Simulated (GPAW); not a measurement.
## A GW chain in GPAW: BaZnPF (P4/nmm)

It takes space group P4/nmm (No. 129, tetragonal). The conventional cell has a = 4.156 Å, b = 4.156 Å, c = 9.457 Å, α = 90.00°, β = 90.00°, γ = 90.00°. Nearest to Ba lie 4 F at 2.62 Å and 4 P at 3.41 Å. Nearest to Zn lie 4 P at 2.51 Å. Nearest to P lie 4 Zn at 2.51 Å and 4 Ba at 3.41 Å. Nearest to F lie 4 Ba at 2.62 Å. Farther neighbours and most contacts between anions are not listed.

| Property | Result |
| --- | --- |
| method | DFT, PBE, plane waves, PAW (and 1 further level or step) |
| program | GPAW 26.7.0 |
| settings of one run | cutoff 600 eV, GPAW PAW setups 1.2.1 data release, 4×4×1 k-mesh, nbands 275 |
| cost | 3 runs, 7.6 min in all on 4 MPI ranks of Arm Neoverse V1, shared host (the runs of this entry) |
| notes | The cell and positions come from the Crystallography Open Database and are kept as given unless a step says otherwise. Limits: no spin-orbit coupling. Bands and cutoff are finite, so the gap is not at the basis limit. The miss can reach some tenths of an eV and take either sign; the mesh is an error of its own. The 4×4×1 mesh is coarse for this cell, which bears on the long-range parts of exchange and screening. |
| PBE gap | 0.46 eV, direct |
| G0W0 gap on the mesh | 1.45 eV |
| GW settings | 4×4×1 mesh, 123 bands, screening to 48 eV, Godby-Needs plasmon pole |
| known limits | not at the basis limit; d shell near the gap, gap tends to lie low; no spin-orbit coupling; coarse k mesh |

G0W0 moves the gap on the mesh from 0.46 eV to 1.45 eV (+0.99 eV), with Z of 0.79 and 0.81 at the edges. Only 1 of the mesh's irreducible points was corrected, so a valley elsewhere could overtake.

[Runs of the session that timed out or met a known fault of the program may be left out.]

[Hosts, paths, dates, database ids (printed as entryN), source tags and the programs' standing remarks are cut or masked in the printed files.]
